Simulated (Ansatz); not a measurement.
# BaTiO3 (Pm-3m): the LDA gap against the k mesh of the density

Aim: see how gap, energy and time of BaTiO3 (Pm-3m) follow the k mesh of the density.

Method: DFT, LDA, plane waves, PAW, in Ansatz 0.2.0.

## 1. The structure

It takes space group Pm-3m (No. 221, cubic). Conventional cell: a = 4.006 Å, b = 4.006 Å, c = 4.006 Å, α = 90.00°, β = 90.00°, γ = 90.00°. Nearest to Ba lie 12 O at 2.83 Å. Ti has 6 O at 2.00 Å nearest. O has 2 Ti at 2.00 Å and 4 Ba at 2.83 Å nearest. Farther neighbours and most contacts between anions are not listed.

The cell and positions come from the Crystallography Open Database and are kept as given unless a step says otherwise. Spin-orbit coupling is left out unless a step names it. The default PAW set here is soft_2. Its files were made with PBE.

## 2. k mesh of the density: 2×2×2

Contents of input.yaml:

```yaml
crystal:
  lattice:
    - [4.006, 0.0, 0.0]
    - [0.0, 4.006, 0.0]
    - [0.0, 0.0, 4.006]
  atoms:
    - { symbol: Ba, position: [0.5, 0.5, 0.5] }
    - { symbol: Ti, position: [0.0, 0.0, 0.0] }
    - { symbol: O, position: [0.5, 0.0, 0.0] }
    - { symbol: O, position: [0.0, 0.5, 0.0] }
    - { symbol: O, position: [0.0, 0.0, 0.5] }
kpoints:
  mp_grid: { grid: [2, 2, 2] }
  band_path:
    path: [[0.0, 0.0, 0.0], [0.0, 0.5, 0.0], [0.5, 0.5, 0.0], [0.5, 0.5, 0.5]]
    npoints: 1
hamiltonian:
  xc: lda
scf:
  occupations: { method: fixed }
  n_extra_bands: 5
output:
  eigenvalues: true
  forces: true
  stress: true
```

The run is started by

```console
$ ansatz run input.yaml --threads 3 --pin off --max-ram 92160MiB --backend cuda --events-out ev --progress --plain --runs-dir out --devices 1 --max-vram 13GiB
```

Numbers of over 12 decimals in the logs are rounded to 6 here.

The program printed:

```text
scf.n_extra_bands = 5 over 20 filled bands (N_el = 40.0): the run solves 25 bands
GPUs: using 1 of 1 available (devices: 1).
Engine: ansatz 0.2.0, x86_64-unknown-linux-gnu
Pseudopotentials: kind: paw
Pseudopotential: Ba, paw, valence charge 10, recommended cutoff 420 eV (normal), Ba.paw.azcp
Pseudopotential: Ti, paw, valence charge 12, recommended cutoff 420 eV (normal), Ti.paw.azcp
Pseudopotential: O, paw, valence charge 6, recommended cutoff 420 eV (normal), O.paw.azcp
Functional definition: SPW92
  exchange = slater_x
  correlation = pw_c
concurrent solve slots: 2 of 3 are kept, ahead of what memory takes: no pass of the eigensolver takes more rounds on 2
device memory: the entry about to start is reckoned to put 1.1 GiB on a device that reports 63.6 GiB free (of which the cap on the GPU budget leaves the run 13.0 GiB)
GPU FFT provider: cuFFT
GPU libraries: cuBLAS 13.8.2, cuFFT 12.4.0, cuSOLVER 12.3.4
Crystal: 5 atoms, lattice volume = 64.288 Å³
Basis set: ecut = 420 eV, 1237 PW (Γ)
Bands: 25, of which v1, the nominal top of the filled ones, is band 20 counted from 1 (19 counted from 0)
Symmetry: 48 space group operations
Space group: Pm-3m (ITA 221), of the structure as read, at distance tolerance 4.0e-5 Å
k-points: 4 of 8
Non-local potential: Ba, projectors of the file, l = 0: 3, l = 1: 2, l = 2: 2, l = 3: 2
Non-local potential: Ti, projectors of the file, l = 0: 3, l = 1: 2, l = 2: 3, l = 3: 1
Non-local potential: O, projectors of the file, l = 0: 2, l = 1: 2, l = 2: 1
PAW form: soft (Blöchl's): semilocal exchange-correlation on the pseudo side does not see the compensation charge
PAW frozen core: Ba, regenerated for the run's functional, and the local potential with it (the file was generated under x = pbe(κ = 0.804, μ = 0.219515), c = pbe(β = 0.066725))
PAW frozen core: Ti, regenerated for the run's functional, and the local potential with it (the file was generated under x = pbe(κ = 0.804, μ = 0.219515), c = pbe(β = 0.066725))
PAW frozen core: O, regenerated for the run's functional, and the local potential with it (the file was generated under x = pbe(κ = 0.804, μ = 0.219515), c = pbe(β = 0.066725))
PAW one-centre angular grid: Ba, 194 points (default); XC on 64 Gauss nodes
PAW one-centre angular grid: Ti, 590 points (default); XC on 64 Gauss nodes
PAW one-centre angular grid: O, 110 points (default); XC on 64 Gauss nodes
Initial density: superposition of atomic densities (neutral atoms: chi_scale 0, normalization atom), corrected by the library's trained network
Initial wavefunctions: pseudopotential atomic-orbital guess
GPU buffer pool allocated for 19683 grid points (all kernels)
GPU transforms: local potential and band sums: pruned to the plane-wave sphere, on 27×27×27
Functional: x = slater, c = lda
SCF iter   1: F=—  HF=-9903.629701 eV  |F-HF|=—  |Δ(HF+E_count)|=         —  Δρ=1.18e-2  dr2=7.76e-2  ethr=1.77e-3  ⟨swp⟩=4.0  Hψ=419  notcnv=0  defer=7
preconditioner: auto → Resta (q_TF=auto, 2.521 Å⁻¹)  ε∞=6.2  [insulator: Δε(μ)=1.464 eV  Ē_g=11.532 eV  n_scr=18 (ndim 8)  ℏωp=26.2 eV  f_vac=0.000  ε∞_Penn≈6.2]
SCF iter   2: F=—  HF=-9903.608090 eV  |F-HF|=—  |Δ(HF+E_count)|=   2.16e-2  Δρ=4.63e-3  dr2=9.96e-3  ethr=1.94e-4  ⟨swp⟩=2.5  Hψ=222  notcnv=0  defer=8
SCF iter   3: F=—  HF=-9903.605693 eV  |F-HF|=—  |Δ(HF+E_count)|=   2.40e-3  Δρ=2.40e-3  dr2=3.13e-3  ethr=2.49e-5  ⟨swp⟩=2.5  Hψ=171  notcnv=0  defer=10
SCF iter   4: F=—  HF=-9903.605137 eV  |F-HF|=—  |Δ(HF+E_count)|=   5.56e-4  Δρ=7.91e-4  dr2=3.12e-4  ethr=7.81e-6  ⟨swp⟩=2.5  Hψ=178  notcnv=0  defer=10
SCF iter   5: F=—  HF=-9903.605129 eV  |F-HF|=—  |Δ(HF+E_count)|=   8.42e-6  Δρ=1.78e-4  dr2=1.73e-5  ethr=7.80e-7  ⟨swp⟩=2.2  Hψ=152  notcnv=0  defer=8
SCF iter   6: F=—  HF=-9903.605167 eV  |F-HF|=—  |Δ(HF+E_count)|=   3.87e-5  Δρ=2.10e-5  dr2=3.39e-7  ethr=4.34e-8  ⟨swp⟩=2.0  Hψ=137  notcnv=0  defer=4
SCF iter   7: F=-9903.605167 eV  HF=-9903.605167 eV  |F-HF|=2.37e-8  |Δ(HF+E_count)|=   8.50e-8  Δρ=6.51e-6  dr2=3.22e-8  ethr=2.50e-10  ⟨swp⟩=10.2  Hψ=536  notcnv=0
SCF 1 converged in 7 iterations: F = -9903.605167 eV  dr2 = 3.22e-8
[...]
concurrent solve slots: 2 of 3 are kept, ahead of what memory takes: no pass of the eigensolver takes more rounds on 2
device memory: the entry about to start is reckoned to put 0.6 GiB on a device that reports 63.6 GiB free (of which the cap on the GPU budget leaves the run 13.0 GiB)
NSCF: frozen V_eff on 4 k-points
SCF converged after 7 iterations
Free energy (F): -9903.605167 eV
Harris-Foulkes:  -9903.605167 eV  (|F-HF|=2.37e-8)
Internal energy: -9903.605167 eV  (E = F + TS)
E sigma→0 (E₀):  -9903.605167 eV
Fermi energy:    10.000523 eV
--- Per-component energies (eV) ---
  E_band       = -152.062843
  E_kinetic    = 964.853741
  E_local      = -2099.139189  (includes V_loc(G=0)·N_el)
  E_nonlocal   = 215.445518
  E_hartree    = 811.636590
  E_xc         = -484.530831
  E_vxc        = -541.686334  (∫ρ·V_xc dr)
  E_paw        = -6494.371501  (= ΣΔE_a)
  E_vpaw       = -314.819781  (= ΣTr[D̂ρ^β])
  E_aug_tail   = 0.007478  (compensation charges beyond the density's cutoff)
  E_ewald      = -2818.406203
  E_core_change = 0.899230  (= ΣΔE_core)
  E_smearing   = -0.000000  (= −TS)
  E_closure    = -0.000000  (closes the sum)
  Σ components = -9903.605167   (vs F -9903.605167, Δ=0.00e0)
--- Forces (eV/Å), atoms counted from 1 ---
  atom   1  Ba    -0.00000000     0.00000000    -0.00000000
  atom   2  Ti    -0.00000000    -0.00000000    -0.00000000
  atom   3  O     -0.00000000     0.00000000     0.00000000
  atom   4  O      0.00000000     0.00000000     0.00000000
  atom   5  O     -0.00000000     0.00000000     0.00000000
  max |Σ_I F_I| component: 1.08e-23 eV/Å
--- Stress (GPa, compression-positive) ---
       -6.933765       0.000000       0.000000
       -0.000000      -6.933765       0.000000
       -0.000000       0.000000      -6.933765
  P = ⅓ Tr σ = -6.9338 GPa (-69.338 kbar)
--- Band table (eV) ---
  k-point 0: bands = [... 16 lower, 8.8651, 9.8938, 9.8938, 9.8938, 11.3341, 11.3341, 11.3341, 13.5509, ... 1 higher]
  k-point 1: bands = [... 16 lower, 8.0759, 8.0759, 9.3123, 9.3123, 11.4526, 13.1428, 13.1428, 13.5569, ... 1 higher]
  k-point 2: bands = [... 16 lower, 8.2585, 9.1498, 9.1498, 9.9508, 13.1525, 13.1525, 13.5387, 14.4373, ... 1 higher]
  k-point 3: bands = [... 16 lower, 7.5537, 10.0005, 10.0005, 10.0005, 13.8106, 13.8106, 13.8106, 16.6817, ... 1 higher]
```

Run time: 4.3 s. Hardware: 1 × NVIDIA H100 80GB HBM3 (shared by 6 runs) with 3 threads of AMD EPYC 7R13 (Zen 3), shared host; peak memory 0.93 GiB; 4.4 s of CPU time.

Reading the cycles: dr2 is the Hartree energy of the density residual (eV), the measure of convergence; HF is the Harris–Foulkes estimate of the energy, which meets the free energy F at convergence.

This step gave:

* pressure: -6.934 GPa
* gap: 1.334 eV
* valence top at: R
* conduction bottom at: Γ
* least direct gap: 1.440 eV

The gap is indirect, with the least direct gap 0.11 eV higher.

## 3. k mesh of the density: 4×4×4

Changes to input.yaml since step 2:

```diff
@@ -12,3 +12,3 @@
 kpoints:
-  mp_grid: { grid: [2, 2, 2] }
+  mp_grid: { grid: [4, 4, 4] }
   band_path:
```

The program printed:

```text
[...]
GPUs: using 1 of 1 available (devices: 1).
[...]
GPU FFT provider: cuFFT
GPU libraries: cuBLAS 13.8.2, cuFFT 12.4.0, cuSOLVER 12.3.4
Crystal: 5 atoms, lattice volume = 64.288 Å³
Basis set: ecut = 420 eV, 1237 PW (Γ)
Bands: 25, of which v1, the nominal top of the filled ones, is band 20 counted from 1 (19 counted from 0)
Symmetry: 48 space group operations
[...]
k-point 0: bands = [... 16 lower, 8.7651, 9.7838, 9.7838, 9.7838, 11.5904, 11.5904, 11.5904, 13.8566, ... 1 higher]
  k-point 1: bands = [... 16 lower, 8.3403, 8.6779, 9.4496, 9.4496, 11.6545, 12.5688, 12.5688, 13.8600, ... 1 higher]
  k-point 2: bands = [... 16 lower, 8.0498, 8.0498, 9.2093, 9.2093, 11.7211, 13.3598, 13.3598, 13.8625, ... 1 higher]
  k-point 9: bands = [... 16 lower, 7.5356, 9.8885, 9.8885, 9.8885, 14.0448, 14.0448, 14.0448, 16.6560, ... 1 higher]
[key lines of the parts left out:]
SCF converged after 8 iterations
Free energy (F): -9904.374895 eV
Fermi energy:    9.888462 eV
P = ⅓ Tr σ = -9.3200 GPa (-93.200 kbar)
```

Run time: 3.8 s. Hardware: 1 × NVIDIA H100 80GB HBM3 (shared by 6 runs) with 3 threads; peak memory 0.93 GiB.

This step gave:

```yaml
pressure: -9.320 GPa
gap: 1.702 eV
valence_top_at: R
conduction_bottom_at: Γ
least_direct_gap: 1.807 eV
```

The gap is 1.702 eV, +0.368 eV from the run before at this level.

## 4. k mesh of the density: 6×6×6 (the default)

input.yaml, the sections that differ from step 3:

```yaml
kpoints:
  mp_grid: { grid: [6, 6, 6] }
  band_path:
    path:
      - [[0.0, 0.0, 0.0], [0.0, 0.5, 0.0], [0.5, 0.5, 0.0], [0.0, 0.0, 0.0], [0.5, 0.5, 0.5], [0.0, 0.5, 0.0]]
      - [[0.5, 0.5, 0.5], [0.5, 0.5, 0.0]]
    npoints: 10
scf:
  occupations: { method: fermi_dirac, width: 0.02 }
  n_extra_bands: 5
output:
  eigenvalues: true
  forces: true
  stress: true
  write_density: true
  write_potential: true
  elf: true
  volumetric_format: npy
# crystal, hamiltonian: as in step 3
```

The program printed:

```text
[...]
GPUs: using 1 of 1 available (devices: 1).
[...]
GPU FFT provider: cuFFT
GPU libraries: cuBLAS 13.8.2, cuFFT 12.4.0, cuSOLVER 12.3.4
Crystal: 5 atoms, lattice volume = 64.288 Å³
Basis set: ecut = 420 eV, 1237 PW (Γ)
Bands: 25, of which v1, the nominal top of the filled ones, is band 20 counted from 1 (19 counted from 0)
Symmetry: 48 space group operations
[...]
k-point 0: bands = [... 16 lower, 8.7613, 9.7796, 9.7796, 9.7796, 11.6035, 11.6035, 11.6035, 13.8726, ... 1 higher]
  k-point 1: bands = [... 16 lower, 8.5381, 9.1479, 9.5913, 9.5913, 11.6353, 12.1331, 12.1331, 13.8745, ... 1 higher]
  k-point 2: bands = [... 16 lower, 8.1531, 8.2859, 9.3197, 9.3197, 11.7010, 12.9871, 12.9871, 13.8772, ... 1 higher]
  k-point 19: bands = [... 16 lower, 7.5353, 9.8842, 9.8842, 9.8842, 14.0573, 14.0573, 14.0573, 16.6549, ... 1 higher]
[key lines of the parts left out:]
SCF converged after 6 iterations
Free energy (F): -9904.391602 eV
Fermi energy:    10.749567 eV
P = ⅓ Tr σ = -9.3619 GPa (-93.619 kbar)
```

Wall time 5.8 s (1 × NVIDIA H100 80GB HBM3 (shared by 6 runs) with 3 threads); peak memory 0.92 GiB; 4.3 s of CPU time.

This step gave:

```yaml
pressure: -9.362 GPa
gap: 1.719 eV
valence_top_at: R
conduction_bottom_at: Γ
least_direct_gap: 1.824 eV
```

The gap is 1.719 eV, +0.017 eV from the run before at this level.

## 5. k mesh of the density: 8×8×8

input.yaml, the sections that differ from step 4:

```yaml
kpoints:
  mp_grid: { grid: [8, 8, 8] }
  band_path:
    path: [[0.0, 0.0, 0.0], [0.0, 0.5, 0.0], [0.5, 0.5, 0.0], [0.5, 0.5, 0.5]]
    npoints: 1
scf:
  occupations: { method: fixed }
  n_extra_bands: 5
output:
  eigenvalues: true
  forces: true
  stress: true
# crystal, hamiltonian: as in step 4
```

The program printed:

```text
[...]
GPUs: using 1 of 1 available (devices: 1).
[...]
GPU FFT provider: cuFFT
GPU libraries: cuBLAS 13.8.2, cuFFT 12.4.0, cuSOLVER 12.3.4
Crystal: 5 atoms, lattice volume = 64.288 Å³
Basis set: ecut = 420 eV, 1237 PW (Γ)
Bands: 25, of which v1, the nominal top of the filled ones, is band 20 counted from 1 (19 counted from 0)
Symmetry: 48 space group operations
[...]
k-point 0: bands = [... 16 lower, 8.7611, 9.7793, 9.7793, 9.7793, 11.6044, 11.6044, 11.6044, 13.8737, ... 1 higher]
  k-point 1: bands = [... 16 lower, 8.6272, 9.3831, 9.6611, 9.6611, 11.6229, 11.9288, 11.9288, 13.8748, ... 1 higher]
  k-point 2: bands = [... 16 lower, 8.3365, 8.6746, 9.4458, 9.4458, 11.6687, 12.5810, 12.5810, 13.8770, ... 1 higher]
  k-point 34: bands = [... 16 lower, 7.5353, 9.8839, 9.8839, 9.8839, 14.0582, 14.0582, 14.0582, 16.6548, ... 1 higher]
[key lines of the parts left out:]
SCF converged after 8 iterations
Free energy (F): -9904.391947 eV
Fermi energy:    9.883936 eV
P = ⅓ Tr σ = -9.3639 GPa (-93.639 kbar)
```

The job ended after 4.1 s (1 × NVIDIA H100 80GB HBM3 (shared by 6 runs) with 3 threads; peak memory 0.93 GiB; 5.3 s of CPU time).

This step gave:

```
pressure             : -9.364 GPa
gap                  : 1.720 eV
valence top at       : R
conduction bottom at : Γ
least direct gap     : 1.825 eV
```

The gap is 1.720 eV, +0.001 eV from the run before at this level.

## 6. The series

Differences are against the last row; a negative gap means that bands overlap, and a run with a band path holds that path's time. Times are wall times on 1 × NVIDIA H100 80GB HBM3 (shared by 6 runs) with 3 threads of AMD EPYC 7R13 (Zen 3), shared host, good to a factor of about two.

```tsv
k mesh of the density	gap (eV)	direct gap (eV)	gap error (eV)	energy error (meV/atom)	irreducible k	time
2×2×2	1.334	1.440	−0.387	+157.4	4	4.3 s
4×4×4	1.702	1.807	−0.018	+3.4	10	3.8 s
6×6×6	1.719	1.824	−0.001	+0.1	20	5.8 s
8×8×8	1.720	1.825	+0.000	+0.0	35	4.1 s
```

## 7. Summary of results

* 2×2×2: 1.334 eV
* 4×4×4: 1.702 eV
* 6×6×6: 1.719 eV
* 8×8×8: 1.720 eV

The gap holds to 0.02 eV from 4×4×4 on. At 2×2×2 the gap is off by −0.387 eV and the energy by +157 meV/atom. The gap is read over the mesh and added points near the edges, so meshes differ mainly through the density and, for a hybrid, the exchange operator.

[Paths, hosts, dates, memory and timing lines, banners, echoed tables and standing remarks are left out of the program output.]

[Logs are printed without paths, hosts, clocks, repeated set-up lines and the standing remarks that a program may print on its own settings, such as how far it seeks lower states.]

[Runs of the session that timed out or met a known fault of the program may be left out.]

[Cells called generated may have been cut or substituted from an entry of the Crystallography Open Database or the Materials Project.]

[Hosts, paths, dates, database ids (printed as entryN), source tags and the programs' standing remarks are cut or masked in the printed files.]
